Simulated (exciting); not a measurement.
# Core excitons at the S L₂,₃ edge of ZnS (Wurtzite-2H), part 3 of 3

Aim: the S L₂,₃ absorption edge of ZnS (Wurtzite-2H) with the electron–hole interaction treated explicitly, and what each term of the kernel does.

exciting sodium; X-ray absorption, core-level Bethe-Salpeter equation, exchange and statically screened direct term, Tamm-Dancoff, all-electron LAPW+lo LDA.

So far. Step 5 (Independent particles): Maxima (height): 5.0 eV (0.39), 6.2 eV (0.37), 8.4 eV (0.45), 12.1 eV (0.80) and 15.9 eV (0.96); 1 lower ones aren't listed. Against the singlet run the r.m.s. difference is 32 %. Moving the earlier curve by +2.1 eV leaves 17 %. The highest maximum lies at 15.9 eV (0.96), against 9.9 eV (1.00). Step 6 (Exchange alone): Maxima (height): 5.0 eV (0.37), 6.2 eV (0.35), 8.4 eV (0.42), 12.1 eV (0.76) and 16.0 eV (0.94); 1 lower ones aren't listed.

The database entry behind the starting cell differs from later determinations by our own check (about 0.4 % short), so it need not match the best structure at ambient conditions.

## (8) Local-field cutoff

Changed against the first singlet run: cutoff of the screened term (bohr⁻¹) from 3 to 1.5 and cutoff of the exchange term (bohr⁻¹) from 2.5 to 1.5.

input.xml

```
<input>
  <title>ZnS</title>
  <structure speciespath="." autormt="false" epslat="1.0e-5">
    <crystal>
      <basevect>7.2017462596 0.0000000000 0.0000000000</basevect>
      <basevect>-3.6008731298 6.2368952124 0.0000000000</basevect>
      <basevect>0.0000000000 0.0000000000 11.7805526588</basevect>
    </crystal>
    <species speciesfile="Zn.xml" rmt="2.240">
      <atom coord="0.6666666667 0.3333333333 0.5000000000"/>
      <atom coord="0.3333333333 0.6666666667 0.0000000000"/>
    </species>
    <species speciesfile="S.xml" rmt="2.002">
      <atom coord="0.6666666667 0.3333333333 0.8850000000"/>
      <atom coord="0.3333333333 0.6666666667 0.3850000000"/>
    </species>
  </structure>
  <groundstate do="skip" xctype="LDA_PW" ngridk="5 5 2" rgkmax="7" gmaxvr="14" nempty="8" swidth="0.001" maxscl="100" epsengy="1e-5"/>
  <xs xstype="BSE" ngridk="4 4 2" ngridq="4 4 2" vkloff="0.097 0.273 0.493" rgkmax="7" nempty="32" gqmax="1.5" lmaxapwwf="5" lmaxemat="3" broad="0.01654" tevout="true">
    <energywindow intv="5.107 6.770" points="452"/>
    <screening screentype="full" nempty="55"/>
    <BSE xas="true" xasspecies="2" xasatom="1" xasedge="L23" bsetype="singlet" nstlxas="1 28"/>
    <qpointset>
      <qpoint>0 0 0</qpoint>
    </qpointset>
    <plan>
      <doonly task="xsgeneigvec"/>
      <doonly task="screen"/>
      <doonly task="scrcoulint"/>
      <doonly task="exccoulint"/>
    </plan>
  </xs>
</input>
```

input.xml for the last start (plan only)

```
  <plan>
    <doonly task="bse"/>
  </plan>
```

The run is started by

```bash
> OMP_NUM_THREADS=1 mpirun -n 2 exciting
> OMP_NUM_THREADS=2 exciting
```

Numbers of over 12 decimals in the logs are rounded to 6 here.

What it wrote:

```text
| EXCITING SODIUM started for task xsgeneigvec ( 301)                          =
One-shot GS runs for BSE calculations
One-shot GS runs for k+qmt/2 grids
Info(xsgeneigvec): Generating eigenvectors for Q-point      1
Info(xsgeneigvec): Generation of eigenvectors finished
| EXCITING SODIUM started for task screen ( 430)                               =
Info(screenlauncher): Calculating screening for unshifted q-grid.
Info(screenlauncher): Number of q points:       8
Info(screenlauncher): lowest (partially)  unoccupied state:     25
[...]
Info(setup_bse_block): Setting up RR part of hamiltonian
Info(setup_bse_block): Singlet spin state
Info(bse): Diagonalizing RR Hamiltonian (TDA)
Info(bse): Invoking Lapack routine ZHEEVR
      5376 eigen solutions found in the interval:
         i1=       1 i2=    5376
Info(bse): Writing excition energies and oscillator strengths to text file.
Info(makespectrum_dist): Making spectrum using formula for coupling with time reversed AR basis.
Info(makespectrum_dist): Using formalism for vanishing momentum transfer.
Info(writederived): Writing quantities derived from the macroscopic dielectric function.
Info(bselauncher): Spectrum finished for iqmt=  1
Info(bselauncher): All done for BSE type singlet
```

Run time: 11 min. Hardware: 2 MPI ranks of Arm Neoverse N1, shared host.

Wall time by task: xsgeneigvec 16 s, screen 42 s, scrcoulint 66 s, exccoulint 5.9 min, bse 3.3 min.

These settings are cheaper. The spectrum differs from the singlet run by 11 % r.m.s. The first bright state moves from 0.12 to 0.38 eV. The kernels miss the short-range part of the Coulomb interaction, its components above their cutoff.

| E (eV) | first run | this run |
| --- | --- | --- |
| -3.0 | 0.02 | 0.02 |
| -2.0 | 0.04 | 0.04 |
| -1.0 | 0.07 | 0.07 |
| 0.0 | 0.32 | 0.22 |
| 1.0 | 0.41 | 0.48 |
| 2.0 | 0.39 | 0.53 |
| 3.0 | 0.50 | 0.63 |
| 4.0 | 0.48 | 0.58 |
| 5.0 | 0.45 | 0.51 |
| 6.0 | 0.46 | 0.51 |
| 7.0 | 0.60 | 0.66 |
| 8.0 | 0.61 | 0.63 |
| 9.0 | 0.61 | 0.63 |
| 10.0 | 0.99 | 0.94 |
| 11.0 | 0.92 | 0.87 |
| 12.0 | 0.77 | 0.69 |
| 13.0 | 0.76 | 0.69 |
| 14.0 | 0.82 | 0.75 |
| 15.0 | 0.86 | 0.79 |
| 16.0 | 0.72 | 0.66 |
| 17.0 | 0.64 | 0.59 |
| 18.0 | 0.64 | 0.60 |

## (9) Coarser mesh

Changed against the first singlet run: k mesh from 4×4×2 to 3×3×1.

input.xml, as its differences from that of step 8:

```diff
@@ -18,3 +18,3 @@
   <groundstate do="skip" xctype="LDA_PW" ngridk="5 5 2" rgkmax="7" gmaxvr="14" nempty="8" swidth="0.001" maxscl="100" epsengy="1e-5"/>
-  <xs xstype="BSE" ngridk="4 4 2" ngridq="4 4 2" vkloff="0.097 0.273 0.493" rgkmax="7" nempty="32" gqmax="1.5" lmaxapwwf="5" lmaxemat="3" broad="0.01654" tevout="true">
+  <xs xstype="BSE" ngridk="3 3 1" ngridq="3 3 1" vkloff="0.097 0.273 0.493" rgkmax="7" nempty="32" gqmax="3" lmaxapwwf="5" lmaxemat="3" broad="0.01654" tevout="true">
     <energywindow intv="5.107 6.770" points="452"/>
@@ -27,5 +27,7 @@
       <doonly task="xsgeneigvec"/>
+      <doonly task="writepmatxs"/>
+      <doonly task="scrgeneigvec"/>
+      <doonly task="scrwritepmat"/>
       <doonly task="screen"/>
       <doonly task="scrcoulint"/>
-      <doonly task="exccoulint"/>
     </plan>
```

input.xml for the exchange start (cutoff and plan only)

```
  gqmax="2.5"
  <plan>
    <doonly task="exccoulint"/>
  </plan>
```

input.xml for the last start (plan only)

```
  <plan>
    <doonly task="bse"/>
  </plan>
```

The run is started by

```bash
> OMP_NUM_THREADS=1 mpirun -n 2 exciting
> OMP_NUM_THREADS=1 mpirun -n 2 exciting
> OMP_NUM_THREADS=2 exciting
```

What it wrote:

```text
| EXCITING SODIUM started for task xsgeneigvec ( 301)                          =
One-shot GS runs for BSE calculations
One-shot GS runs for k+qmt/2 grids
Info(xsgeneigvec): Generating eigenvectors for Q-point      1
Info(xsgeneigvec): Generation of eigenvectors finished
| EXCITING SODIUM started for task writepmatxs ( 320)                          =
Info(writepmatxs): Momentum matrix elements finished
| EXCITING SODIUM started for task scrgeneigvec ( 401)                         =
One-shot GS runs for BSE calculations
One-shot GS runs for k+qmt/2 grids
[...]
Info(setup_bse_block): Setting up RR part of hamiltonian
Info(setup_bse_block): Singlet spin state
Info(bse): Diagonalizing RR Hamiltonian (TDA)
Info(bse): Invoking Lapack routine ZHEEVR
      1512 eigen solutions found in the interval:
         i1=       1 i2=    1512
Info(bse): Writing excition energies and oscillator strengths to text file.
Info(makespectrum_dist): Making spectrum using formula for coupling with time reversed AR basis.
Info(makespectrum_dist): Using formalism for vanishing momentum transfer.
Info(writederived): Writing quantities derived from the macroscopic dielectric function.
Info(bselauncher): Spectrum finished for iqmt=  1
Info(bselauncher): All done for BSE type singlet
```

Run time: 9.1 min. Hardware: 2 MPI ranks.

Wall time by task: xsgeneigvec 5.4 s, writepmatxs 6.3 s, scrgeneigvec 4 s, scrwritepmat 3.9 s, screen 41 s, scrcoulint 41 s, exccoulint 7.2 min, bse 7 s.

These settings are cheaper. The spectrum differs from the singlet run by 16 % r.m.s. The highest maximum lies at 14.5 eV (1.05), against 9.9 eV (1.00). The first bright state moves from 0.12 to 0.18 eV. The lowest bare transition of this run lies at 1.47 eV, against 1.20. A coarse mesh samples few band energies, and it inflates the long-range part of the attraction.

| E (eV) | first run | this run |
| --- | --- | --- |
| -3.0 | 0.02 | 0.02 |
| -2.0 | 0.04 | 0.04 |
| -1.0 | 0.07 | 0.08 |
| 0.0 | 0.32 | 0.33 |
| 1.0 | 0.41 | 0.45 |
| 2.0 | 0.39 | 0.43 |
| 3.0 | 0.50 | 0.39 |
| 4.0 | 0.48 | 0.48 |
| 5.0 | 0.45 | 0.44 |
| 6.0 | 0.46 | 0.47 |
| 7.0 | 0.60 | 0.38 |
| 8.0 | 0.61 | 0.80 |
| 9.0 | 0.61 | 0.73 |
| 10.0 | 0.99 | 0.82 |
| 11.0 | 0.92 | 0.79 |
| 12.0 | 0.77 | 0.87 |
| 13.0 | 0.76 | 0.83 |
| 14.0 | 0.82 | 0.86 |
| 15.0 | 0.86 | 0.92 |
| 16.0 | 0.72 | 0.83 |
| 17.0 | 0.64 | 0.66 |
| 18.0 | 0.64 | 0.67 |

## (10) The levels of theory side by side

| level | curve passes 0.15 (eV) | highest maximum (eV) | its height |
| --- | --- | --- | --- |
| IP | 1.3 | 15.9 | 0.96 |
| RPA | 1.3 | 16.0 | 0.94 |
| singlet | -0.4 | 9.9 | 1.00 |

| E (eV) | IP | RPA | singlet |
| --- | --- | --- | --- |
| -3.0 | 0.01 | 0.01 | 0.02 |
| -2.0 | 0.02 | 0.01 | 0.04 |
| -1.0 | 0.02 | 0.02 | 0.07 |
| 0.0 | 0.04 | 0.03 | 0.32 |
| 1.0 | 0.10 | 0.10 | 0.41 |
| 2.0 | 0.24 | 0.22 | 0.39 |
| 3.0 | 0.27 | 0.25 | 0.50 |
| 4.0 | 0.34 | 0.32 | 0.48 |
| 5.0 | 0.39 | 0.37 | 0.45 |
| 6.0 | 0.36 | 0.34 | 0.46 |
| 7.0 | 0.34 | 0.32 | 0.60 |
| 8.0 | 0.43 | 0.41 | 0.61 |
| 9.0 | 0.42 | 0.40 | 0.61 |
| 10.0 | 0.48 | 0.44 | 0.99 |
| 11.0 | 0.74 | 0.69 | 0.92 |
| 12.0 | 0.79 | 0.76 | 0.77 |
| 13.0 | 0.74 | 0.72 | 0.76 |
| 14.0 | 0.75 | 0.73 | 0.82 |
| 15.0 | 0.82 | 0.80 | 0.86 |
| 16.0 | 0.95 | 0.94 | 0.72 |
| 17.0 | 0.92 | 0.93 | 0.64 |
| 18.0 | 0.81 | 0.83 | 0.64 |

## (11) Results

```
absorber and edge   : S L₂,₃, atom 3
surroundings        : 3 Zn at 2.31 Å and 1 Zn at 2.40 Å (distorted tetrahedral, site symmetry 3m)
first bright state  : 0.12 eV from the Kohn–Sham onset, on this mesh
highest maximum     : 9.9 eV
cost of the BSE run : 37 min on 2 MPI ranks of Arm Neoverse N1, shared host; the last task ran on as many threads
```

**Reading.** Is a core exciton bound? Undecided on this mesh: the first bright state (over 5 % of the brightest) lies at 0.12 eV from the Kohn–Sham onset and at -1.08 eV from the lowest bare transition of its own mesh. Changing the half width (eV) from 0.45 to 1.35 alters the spectrum by 12 % r.m.s. Exchange alone changes the independent-particle spectrum by 4 % r.m.s. A mesh of 32 points doesn't converge binding energies, and fine structure above the first lines is partly noise of the mesh. Exchange and the short-range direct term aren't converged in the kernel cutoff. The zero comes from the unshifted 5×5×2 ground-state mesh; it is exact only where the band minimum lies on that mesh. The conduction states carry no spin here, so the exchange coupling to the spinor core hole is only partly held. The Kohn–Sham onset, 151 eV, is no photon energy (tabulated edge of the element: 162.5 eV): the scale needs a rigid shift. No quasiparticle correction widens the gap or stretches the bands. Vibrations and energy-dependent lifetimes are left out. The structure is a published determination, not relaxed.

[Banner, clock and machine lines of the logs are left out without a mark of their own.]

[Logs are printed without paths, hosts, clocks, repeated set-up lines and the standing remarks that a program may print on its own settings, such as how far it seeks lower states.]

[Hosts, paths, dates, database ids (printed as entryN), source tags and the programs' standing remarks are cut or masked in the printed files.]
